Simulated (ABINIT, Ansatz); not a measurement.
## AlSi3 (Fm-3m): from the cell to the phonon bands

How does AlSi3 (Fm-3m) vibrate, and is this structure a minimum?

Program: ABINIT 10.8.3. Level of theory: DFT PBEsol, scalar-relativistic, plane waves, PseudoDojo stringent norm-conserving pseudopotentials. Results are calculated unless marked as measured.

The structure was built from a prototype and need not be the compound's stable phase.

## 1. The starting structure

Symmetry: Fm-3m, No. 225, cubic system. The conventional cell has a = 6.197 Å, b = 6.197 Å, c = 6.197 Å, α = 90.00°, β = 90.00°, γ = 90.00°. Al has 8 Si at 2.68 Å nearest. Nearest to Si lie 8 Si at 2.68 Å. Nearest to Si lie 4 Al at 2.68 Å and 4 Si at 2.68 Å. Farther neighbours are not listed.

## 2. Relaxation

The harmonic expansion needs vanishing forces, and a free crystal bears no stress, so cell and atoms are brought to rest. Stress is more sensitive to the basis than forces are: the last 3 Ha under the cutoff are smoothed with ecutsm, and the cutoff is raised above that of the later runs.

The starting cell comes from a relaxation made beforehand in Ansatz (PBEsol, PseudoDojo NC).

relax.abi

```
# relaxation
ionmov 2
optcell 2
dilatmx 1.08
ntime 40
tolmxf 1.0d-05
tolvrs 1.0d-14
prtwf 0
prtden 0
chksymtnons 0

# basis, mesh and filling
ecut 21.0
ecutsm 3.0
ngkpt 8 8 8
nshiftk 1
shiftk 0.0 0.0 0.0
istwfk *1
occopt 6
tsmear 0.01
nband 14
nstep 100
diemac 1000000.0
prtebands 0
prtgsr 0
useylm 1

# cell and atoms
acell 3*1.0 Angstrom
rprim 
    -3.098256368 0.0 3.098256368
    0.0 3.098256368 3.098256368
    -3.098256368 3.098256368 0.0
ntypat 2
znucl 13 14
natom 4
typat 1 2 2 2
xred 
    0.0 0.0 0.0
    0.5 0.5 0.5
    0.75 0.75 0.75
    0.25 0.25 0.25
pp_dirpath "./pseudo"
pseudos "Al.upf, Si.upf"
```

On the command line:

```sh
> OMP_NUM_THREADS=1 mpirun -n 4 abinit relax.abi > relax.log
```

Numbers of over 12 decimals in the logs are rounded to 6 here.

relax.abo, the main output file:

```text
[banners, grids, parts of the stress and lines that vanish by symmetry left out]
- input  file    -> relax.abi
- output file    -> relax.abo
- root for input  files -> relaxi
[...]
Symmetries : space group Fm -3 m (#225); Bravais cF (face-center cubic)
[...]
mpw =        2346          nfft =       64000          nkpt =          29
[...]
== DATASET  1 ==================================================================
[...]
cutoff_energies: {ecut:  21.0, pawecutdg:  -1.0, }
[...]
ETOT  1  -14.959720347581    -1.496E+01 5.060E-02 5.200E+00
 ETOT  2  -14.968503335656    -8.783E-03 4.087E-03 2.830E-01
 ETOT  3  -14.968540003290    -3.667E-05 1.531E-03 1.135E-02
 ETOT  4  -14.968541978134    -1.975E-06 1.155E-03 5.031E-05
 ETOT  5  -14.968541983364    -5.230E-09 8.207E-04 2.565E-07
[...]
At SCF step    9       vres2   =  1.05E-15 < tolvrs=  1.00E-14 =>converged.
[...]
sigma(1 1)= -2.66230965E-07  sigma(3 2)=  0.00000000E+00
  sigma(2 2)= -2.66230965E-07  sigma(3 1)=  0.00000000E+00
  sigma(3 3)= -2.66230965E-07  sigma(2 1)=  0.00000000E+00
[...]
convergence: {deltae: -1.261E-13, res2:  1.053E-15, residm:  2.110E-04, diffor: null, }
etotal    :  -1.49685420E+01
[...]
ETOT  1  -14.968541985573    -1.497E+01 1.796E-04 2.666E-07
[...]
At SCF step    5       vres2   =  8.18E-15 < tolvrs=  1.00E-14 =>converged.
[...]
sigma(1 1)= -1.91117273E-07  sigma(3 2)=  0.00000000E+00
  sigma(2 2)= -1.91117273E-07  sigma(3 1)=  0.00000000E+00
  sigma(3 3)= -1.91117273E-07  sigma(2 1)=  0.00000000E+00
[...]
convergence: {deltae:  2.132E-14, res2:  8.180E-15, residm:  4.424E-05, diffor: null, }
etotal    :  -1.49685420E+01
[...]
ETOT  1  -14.968541987714    -1.497E+01 3.205E-05 1.726E-06
[...]
ETOT  5  -14.968541987948     1.776E-13 2.906E-05 5.299E-14
 ETOT  6  -14.968541987948    -1.172E-13 1.632E-05 6.610E-17
 At SCF step    6       vres2   =  6.61E-17 < tolvrs=  1.00E-14 =>converged.
[...]
sigma(1 1)= -1.99894658E-11  sigma(3 2)=  0.00000000E+00
  sigma(2 2)= -1.99894641E-11  sigma(3 1)=  0.00000000E+00
  sigma(3 3)= -1.99894654E-11  sigma(2 1)=  0.00000000E+00
[...]
convergence: {deltae: -1.172E-13, res2:  6.610E-17, residm:  1.632E-05, diffor: null, }
etotal    :  -1.49685420E+01
[...]
At Broyd/MD step   3, gradients are converged :
[...]
sigma(1 1)= -1.99894658E-11  sigma(3 2)=  0.00000000E+00
  sigma(2 2)= -1.99894641E-11  sigma(3 1)=  0.00000000E+00
  sigma(3 3)= -1.99894654E-11  sigma(2 1)=  0.00000000E+00
[...]
- sigma(1 1)= -5.88110389E-07  sigma(3 2)=  0.00000000E+00
- sigma(2 2)= -5.88110338E-07  sigma(3 1)=  0.00000000E+00
- sigma(3 3)= -5.88110376E-07  sigma(2 1)=  0.00000000E+00
[...]
fcart     -0.0000000000E+00 -0.0000000000E+00 -0.0000000000E+00
           strten     -1.9989465812E-11 -1.9989464077E-11 -1.9989465378E-11
================================================================================

[key lines of the parts left out:]
pressure_GPa:   5.8811E-07
Total energy (etotal) [Ha]= -1.49685419879479E+01
```

It took 40 s on 4 MPI ranks of Intel Xeon Platinum 8259CL at 2.50GHz (Skylake/Cascade Lake), shared host; 2.6 min of CPU time.

Little changed from the start: no atom moved by 0.005 Å and no cell edge by 0.1 %.

This step gave:

```yaml
volume_per_atom: 14.87 Å³
pressure: 5.88e-7 GPa
gap_on_the_k_mesh: 0 eV
```

## 3. Ground state

The response is built on these wavefunctions, so the potential is converged far more tightly than an energy would need. Occupations are smeared.

gs.abi

```
# ground state
tolvrs 1.0d-16
prtden 1
prtwf 1

# basis, mesh and filling
ecut 16.0
ngkpt 8 8 8
nshiftk 1
shiftk 0.0 0.0 0.0
istwfk *1
occopt 6
tsmear 0.01
nband 14
nstep 100
diemac 1000000.0
prtebands 0
prtgsr 0
useylm 1

# cell and atoms
acell 3*1.0 Angstrom
rprim 
    -3.098344083 0.0 3.098344083
    0.0 3.098344083 3.098344083
    -3.098344083 3.098344083 0.0
ntypat 2
znucl 13 14
natom 4
typat 1 2 2 2
xred 
    0.0 0.0 0.0
    0.5 0.5 0.5
    0.75 0.75 0.75
    0.25 0.25 0.25
pp_dirpath "./pseudo"
pseudos "Al.upf, Si.upf"
```

On the command line:

```sh
> OMP_NUM_THREADS=1 mpirun -n 4 abinit gs.abi > gs.log
```

gs.abo, the main output file:

```text
[banners, grids, parts of the stress and lines that vanish by symmetry left out]
- input  file    -> gs.abi
- output file    -> gs.abo
- root for input  files -> gsi
[...]
Symmetries : space group Fm -3 m (#225); Bravais cF (face-center cubic)
[...]
mpw =        1249          nfft =       27000          nkpt =          29
[...]
== DATASET  1 ==================================================================
[...]
cutoff_energies: {ecut:  16.0, pawecutdg:  -1.0, }
[...]
ETOT  1  -14.962016971654    -1.496E+01 2.154E-02 2.251E+00
 ETOT  2  -14.968256682713    -6.240E-03 1.452E-02 1.163E-01
 ETOT  3  -14.968292147184    -3.546E-05 1.327E-03 4.895E-03
 ETOT  4  -14.968294154819    -2.008E-06 3.200E-03 1.087E-05
 ETOT  5  -14.968294157911    -3.093E-09 2.491E-03 8.296E-08
[...]
ETOT  9  -14.968294157945    -5.862E-14 2.181E-04 1.601E-16
 ETOT 10  -14.968294157945     9.948E-14 1.693E-04 4.100E-19
 At SCF step   10       vres2   =  4.10E-19 < tolvrs=  1.00E-16 =>converged.
[...]
sigma(1 1)=  3.91318833E-06  sigma(3 2)=  0.00000000E+00
  sigma(2 2)=  3.91318833E-06  sigma(3 1)=  0.00000000E+00
  sigma(3 3)=  3.91318833E-06  sigma(2 1)=  0.00000000E+00
[...]
convergence: {deltae:  9.948E-14, res2:  4.100E-19, residm:  1.693E-04, diffor: null, }
etotal    :  -1.49682942E+01
[...]
sigma(1 1)=  3.91318833E-06  sigma(3 2)=  0.00000000E+00
  sigma(2 2)=  3.91318833E-06  sigma(3 1)=  0.00000000E+00
  sigma(3 3)=  3.91318833E-06  sigma(2 1)=  0.00000000E+00
[...]
- sigma(1 1)=  1.15129975E-01  sigma(3 2)=  0.00000000E+00
- sigma(2 2)=  1.15129975E-01  sigma(3 1)=  0.00000000E+00
- sigma(3 3)=  1.15129975E-01  sigma(2 1)=  0.00000000E+00
[...]
fcart      4.4910786983E-32  4.4910786983E-32 -4.4910786983E-32
           strten      3.9131883266E-06  3.9131883266E-06  3.9131883266E-06
================================================================================

[key lines of the parts left out:]
pressure_GPa:  -1.1513E-01
```

The job ended after 10 s (4 MPI ranks).

This step gave:

* pressure: -0.1151 GPa

The cell stands at -0.12 GPa: the relaxation ran with a smoothed and higher cutoff, and the difference is a stress of the finite basis.

## 4. Linear response at Γ

At q = 0 one unit cell holds all displacements. The response is solved for single atoms along the cell's directions, and symmetry skips those that follow from others. The crystal is treated as a metal, which screens a static field, so no field response is asked.

dfpt_gamma.abi

```

# common to the responses
getwfk_filepath "gso_WFK"
kptopt 2
nqpt 1
qpt 0.0 0.0 0.0
asr 0
chneut 0

# displacements
rfphon 1
rfatpol 1 4
rfdir 1 1 1
tolvrs 1.0d-10
prtwf 0

# basis, mesh and filling
ecut 16.0
ngkpt 8 8 8
nshiftk 1
shiftk 0.0 0.0 0.0
istwfk *1
occopt 6
tsmear 0.01
nband 14
nstep 100
diemac 1000000.0
prtebands 0
prtgsr 0
useylm 1

# cell and atoms
acell 3*1.0 Angstrom
rprim 
    -3.098344083 0.0 3.098344083
    0.0 3.098344083 3.098344083
    -3.098344083 3.098344083 0.0
ntypat 2
znucl 13 14
natom 4
typat 1 2 2 2
xred 
    0.0 0.0 0.0
    0.5 0.5 0.5
    0.75 0.75 0.75
    0.25 0.25 0.25
pp_dirpath "./pseudo"
pseudos "Al.upf, Si.upf"
```

On the command line:

```sh
> OMP_NUM_THREADS=1 mpirun -n 4 abinit dfpt_gamma.abi > dfpt_gamma.log
```

dfpt_gamma.abo, the main output file:

```text
[banners, grids, parts of the stress and lines that vanish by symmetry left out]
- input  file    -> dfpt_gamma.abi
- output file    -> dfpt_gamma.abo
- root for input  files -> dfpt_gammai
- root for output files -> dfpt_gammao

 Symmetries : space group Fm -3 m (#225); Bravais cF (face-center cubic)
================================================================================
 Values of the parameters that define the memory need of the present run (RF).
     intxc =       0      iscf =       7    lmnmax =      18     lnmax =       6
     mgfft =      30  mpssoang =       3    mqgrid =    3001     natom =       4
  nloc_mem =       1    nspden =       1   nspinor =       1    nsppol =       1
      nsym =      48    n1xccc =    2501    ntypat =       2    occopt =       6
   xclevel =       2
-    mband =          14        mffmem =           1         mkmem =          65
-   mkqmem =          65        mk1mem =          65           mpw =        1249
      nfft =       27000          nkpt =         260
- my_mband =          14
================================================================================
================================================================================

--------------------------------------------------------------------------------
------------- Echo of variables that govern the present computation ------------
--------------------------------------------------------------------------------
-
- outvars: echo of selected default values
-   iomode0 =  0 , fftalg0 =312 , wfoptalg0 =  0
-
- outvars: echo of global parameters not present in the input file
-  max_nthreads =    1
-
 -outvars: echo values of preprocessed input variables
 [... echo left out ...]
================================================================================

 chkinp: Checking input parameters for consistency.

[...]
== DATASET  1 ==================================================================
-   mpi_nproc: 4, omp_nthreads: 1 (-1 if OMP is not activated)

--- !DatasetInfo
iteration_state: {dtset: 1, }
dimensions: {natom: 4, nkpt: 260, mband: 14, nsppol: 1, nspinor: 1, nspden: 1, mpw: 1249, }
cutoff_energies: {ecut:  16.0, pawecutdg:  -1.0, }
electrons: {nelect:   1.50000000E+01, charge:   0.00000000E+00, occopt:   6.00000000E+00, tsmear:   1.00000000E-02, }
meta: {optdriver: 1, rfphon: 1, }
...

 mkfilename: getwfk from: gso_WFK

 Real(R)+Recip(G) space primitive vectors, cartesian coordinates (Bohr,Bohr^-1):
 R(1)= -5.8550218  0.0000000  5.8550218  G(1)= -0.0853968 -0.0853968  0.0853968
 R(2)=  0.0000000  5.8550218  5.8550218  G(2)=  0.0853968  0.0853968  0.0853968
 R(3)= -5.8550218  5.8550218  0.0000000  G(3)= -0.0853968  0.0853968 -0.0853968
 Unit cell volume ucvol=  4.0143528E+02 bohr^3
 Angles (23,13,12)=  6.00000000E+01  6.00000000E+01  6.00000000E+01 degrees
 setup1 : take into account q-point for computing boxcut.

 getcut: wavevector=  0.0000  0.0000  0.0000  ngfft=  30  30  30
         ecut(hartree)=     16.000   => boxcut(ratio)=   2.01435

--- Pseudopotential description ------------------------------------------------
- pspini: atom type   1  psp file is ./pseudo/Al.upf

- pspini: atom type   2  psp file is ./pseudo/Si.upf

   3.64187290E+02                                ecore*ucvol(ha*bohr**3)
--------------------------------------------------------------------------------

 ==>  initialize data related to q vector <==

 The list of irreducible perturbations for this q vector is:
    1)    idir= 1    ipert=   1
    2)    idir= 1    ipert=   2
    3)    idir= 1    ipert=   3

[...]
The perturbation idir=   2  ipert=   1 is
 symmetric of a previously calculated perturbation.
 So, its SCF calculation is not needed.

 The perturbation idir=   3  ipert=   1 is
 symmetric of a previously calculated perturbation.
 So, its SCF calculation is not needed.

 The perturbation idir=   2  ipert=   2 is
 symmetric of a previously calculated perturbation.
 So, its SCF calculation is not needed.

 The perturbation idir=   3  ipert=   2 is
 symmetric of a previously calculated perturbation.
 So, its SCF calculation is not needed.

[...]
The perturbation idir=   2  ipert=   4 is
 symmetric of a previously calculated perturbation.
 So, its SCF calculation is not needed.

 The perturbation idir=   3  ipert=   4 is
 symmetric of a previously calculated perturbation.
 So, its SCF calculation is not needed.

--------------------------------------------------------------------------------
 Perturbation wavevector (in red.coord.)   0.000000  0.000000  0.000000
 Perturbation : displacement of atom   1   along direction   1
 Found     4 symmetries that leave the perturbation invariant.

[...]
dfpt_looppert : total number of electrons, from k and k+q
  fully or partially occupied states are    1.500000E+01 and    1.500000E+01.
 Initialisation of the first-order wave-functions :
  ireadwf=   0

--- !BeginCycle
iteration_state: {dtset: 1, }
solver: {iscf: 7, nstep: 100, nline: 4, wfoptalg: 0, }
tolerances: {tolvrs: 1.00E-10, }
...

     iter   2DEtotal(Ha)        deltaE(Ha) residm    vres2
-ETOT  1   3.897279     -4.250E+01 5.388E-01 7.175E+02
 ETOT  2   3.333415     -5.639E-01 1.681E-02 4.790E+00
 ETOT  3   3.329152     -4.263E-03 2.560E-03 1.503E-02
 ETOT  4   3.329142     -1.013E-05 2.444E-04 1.231E-04
 ETOT  5   3.329142     -8.305E-08 5.160E-05 6.900E-07
[...]
At SCF step    7       vres2   =  1.27E-11 < tolvrs=  1.00E-10 =>converged.
[...]
Mean square residual over all n,k,spin=   54.105E-10; max=  20.727E-07

 Thirteen components of 2nd-order total energy (hartree) are
 1,2,3: 0th-order hamiltonian combined with 1st-order wavefunctions
     kin0=   3.43923302E+01 eigvalue=  -2.70162302E+00  local=  -2.12528247E+01
 4,5,6: 1st-order hamiltonian combined with 1st and 0th-order wfs
 loc psp =  -1.19045944E+00  Hartree=   8.71274449E+00     xc=  -2.85027004E+00
 note that "loc psp" includes a xc core correction that could be resolved
 7,8,9: eventually, occupation + non-local contributions
    edocc=   3.85480552E+00     enl0=   2.29125713E+01   enl1=  -8.49450080E+01
 1-9 gives the relaxation energy (to be shifted if some occ is /=2.0)
   erelax=  -4.30677337E+01
 10,11,12 Non-relaxation  contributions : frozen-wavefunctions and Ewald
 fr.local=  -2.69569583E+01 fr.nonlo=   4.90184186E+01  Ewald=   2.57550618E+01
 13,14 Frozen wf xc core corrections (1) and (2)
 frxc 1  =  -5.56370151E+00  frxc 2 =   4.14405500E+00
 Resulting in :
 2DEtotal=    0.3329141901E+01 Ha. Also 2DEtotal=    0.905905661403E+02 eV
    (2DErelax=   -4.3067733691E+01 Ha. 2DEnonrelax=    4.6396875592E+01 Ha)
    (  non-var. 2DEtotal :    3.3291418745E+00 Ha)

[...]
Perturbation wavevector (in red.coord.)   0.000000  0.000000  0.000000
 Perturbation : displacement of atom   2   along direction   1
 Found     4 symmetries that leave the perturbation invariant.

[...]
dfpt_looppert : total number of electrons, from k and k+q
  fully or partially occupied states are    1.500000E+01 and    1.500000E+01.
 Initialisation of the first-order wave-functions :
  ireadwf=   0

--- !BeginCycle
iteration_state: {dtset: 1, }
solver: {iscf: 7, nstep: 100, nline: 4, wfoptalg: 0, }
tolerances: {tolvrs: 1.00E-10, }
...

     iter   2DEtotal(Ha)        deltaE(Ha) residm    vres2
-ETOT  1   2.595965     -1.051E+02 1.870E+00 3.788E+02
[...]
At SCF step    8       vres2   =  1.64E-12 < tolvrs=  1.00E-10 =>converged.
[...]
Mean square residual over all n,k,spin=   16.902E-08; max=  19.026E-05

 Thirteen components of 2nd-order total energy (hartree) are
 1,2,3: 0th-order hamiltonian combined with 1st-order wavefunctions
     kin0=   8.87976139E+01 eigvalue=  -5.65758582E+00  local=  -4.60289852E+01
 4,5,6: 1st-order hamiltonian combined with 1st and 0th-order wfs
 loc psp =  -5.69526351E+01  Hartree=   2.32128534E+01     xc=  -7.45487754E+00
 note that "loc psp" includes a xc core correction that could be resolved
 7,8,9: eventually, occupation + non-local contributions
    edocc=   8.49421981E+00     enl0=   4.40307661E+01   enl1=  -1.53835374E+02
 1-9 gives the relaxation energy (to be shifted if some occ is /=2.0)
   erelax=  -1.05394004E+02
 10,11,12 Non-relaxation  contributions : frozen-wavefunctions and Ewald
 fr.local=  -7.37394178E-01 fr.nonlo=   7.93480950E+01  Ewald=   3.14784089E+01
 13,14 Frozen wf xc core corrections (1) and (2)
 frxc 1  =  -9.33606682E+00  frxc 2 =   6.91131790E+00
 Resulting in :
 2DEtotal=    0.2270356489E+01 Ha. Also 2DEtotal=    0.617795473446E+02 eV
    (2DErelax=   -1.0539400431E+02 Ha. 2DEnonrelax=    1.0766436080E+02 Ha)
    (  non-var. 2DEtotal :    2.2703563128E+00 Ha)

[...]
Perturbation wavevector (in red.coord.)   0.000000  0.000000  0.000000
 Perturbation : displacement of atom   3   along direction   1
 Found     2 symmetries that leave the perturbation invariant.

--------------------------------------------------------------------------------

--------------------------------------------------------------------------------

 dfpt_looppert : total number of electrons, from k and k+q
  fully or partially occupied states are    1.500000E+01 and    1.500000E+01.
 Initialisation of the first-order wave-functions :
  ireadwf=   0

--- !BeginCycle
iteration_state: {dtset: 1, }
solver: {iscf: 7, nstep: 100, nline: 4, wfoptalg: 0, }
tolerances: {tolvrs: 1.00E-10, }
...

     iter   2DEtotal(Ha)        deltaE(Ha) residm    vres2
-ETOT  1   2.871840     -1.066E+02 8.497E-01 6.747E+02
[...]
ETOT  7   2.332839     -1.555E-11 8.581E-05 1.937E-10
 ETOT  8   2.332839     -2.558E-13 7.262E-05 9.095E-12

 At SCF step    8       vres2   =  9.09E-12 < tolvrs=  1.00E-10 =>converged.
[...]
Mean square residual over all n,k,spin=   79.958E-09; max=  72.620E-06

 Thirteen components of 2nd-order total energy (hartree) are
 1,2,3: 0th-order hamiltonian combined with 1st-order wavefunctions
     kin0=   8.84058726E+01 eigvalue=  -5.91442653E+00  local=  -4.67712933E+01
 4,5,6: 1st-order hamiltonian combined with 1st and 0th-order wfs
 loc psp =  -5.89621848E+01  Hartree=   2.46643128E+01     xc=  -7.95255296E+00
 note that "loc psp" includes a xc core correction that could be resolved
 7,8,9: eventually, occupation + non-local contributions
    edocc=   9.08504414E+00     enl0=   4.56067354E+01   enl1=  -1.55285200E+02
 1-9 gives the relaxation energy (to be shifted if some occ is /=2.0)
   erelax=  -1.07123692E+02
 10,11,12 Non-relaxation  contributions : frozen-wavefunctions and Ewald
 fr.local=   1.66824424E-07 fr.nonlo=   8.04212717E+01  Ewald=   3.14784089E+01
 13,14 Frozen wf xc core corrections (1) and (2)
 frxc 1  =  -9.27552638E+00  frxc 2 =   6.83237691E+00
 Resulting in :
 2DEtotal=    0.2332838979E+01 Ha. Also 2DEtotal=    0.634797825080E+02 eV
    (2DErelax=   -1.0712369227E+02 Ha. 2DEnonrelax=    1.0945653124E+02 Ha)
    (  non-var. 2DEtotal :    2.3328390495E+00 Ha)

[...]
---- first-order wavefunction calculations are completed ----

 ==> Compute Derivative Database <==

 [... matrices left out ...]
  Phonon wavevector (reduced coordinates) :  0.00000  0.00000  0.00000
 Phonon energies in Hartree :
   4.604203E-06  4.604203E-06  4.604205E-06  8.332554E-04  8.332554E-04
   8.332554E-04  9.256454E-04  9.256454E-04  9.256454E-04  1.188288E-03
   1.188288E-03  1.188288E-03
 Phonon frequencies in cm-1    :
-  1.010506E+00  1.010506E+00  1.010506E+00  1.828784E+02  1.828784E+02
-  1.828784E+02  2.031557E+02  2.031557E+02  2.031557E+02  2.607990E+02
-  2.607990E+02  2.607990E+02

== END DATASET(S) ==============================================================
================================================================================

 -outvars: echo values of variables after computation
            acell      1.8897261259E+00  1.8897261259E+00  1.8897261259E+00 Bohr
           etotal      2.3328389790E+00
            fcart      0.0000000000E+00  0.0000000000E+00  0.0000000000E+00
           strten      0.0000000000E+00  0.0000000000E+00  0.0000000000E+00
================================================================================
```

It took 61 s on 4 MPI ranks; 4 min of CPU time.

Read from the output:

| Quantity | Value |
| --- | --- |
| largest acoustic frequency at the zone centre before the sum rule | 1.01 cm⁻¹ |
| highest optical zone-centre mode (no LO-TO term) | 260.8 cm⁻¹ |
| lowest optical zone-centre mode | 182.9 cm⁻¹ |

The acoustic modes at Γ come out as far as 1.0 cm⁻¹ from zero, where they should vanish, a small numerical error.

(Part 1 of 3 ends here.)

[Host names and launcher messages were left out of these logs when they were recorded.]

[Logs are printed without paths, hosts, clocks, repeated set-up lines and the standing remarks that a program may print on its own settings, such as how far it seeks lower states.]

[Hosts, paths, dates, database ids (printed as entryN), source tags and the programs' standing remarks are cut or masked in the printed files.]
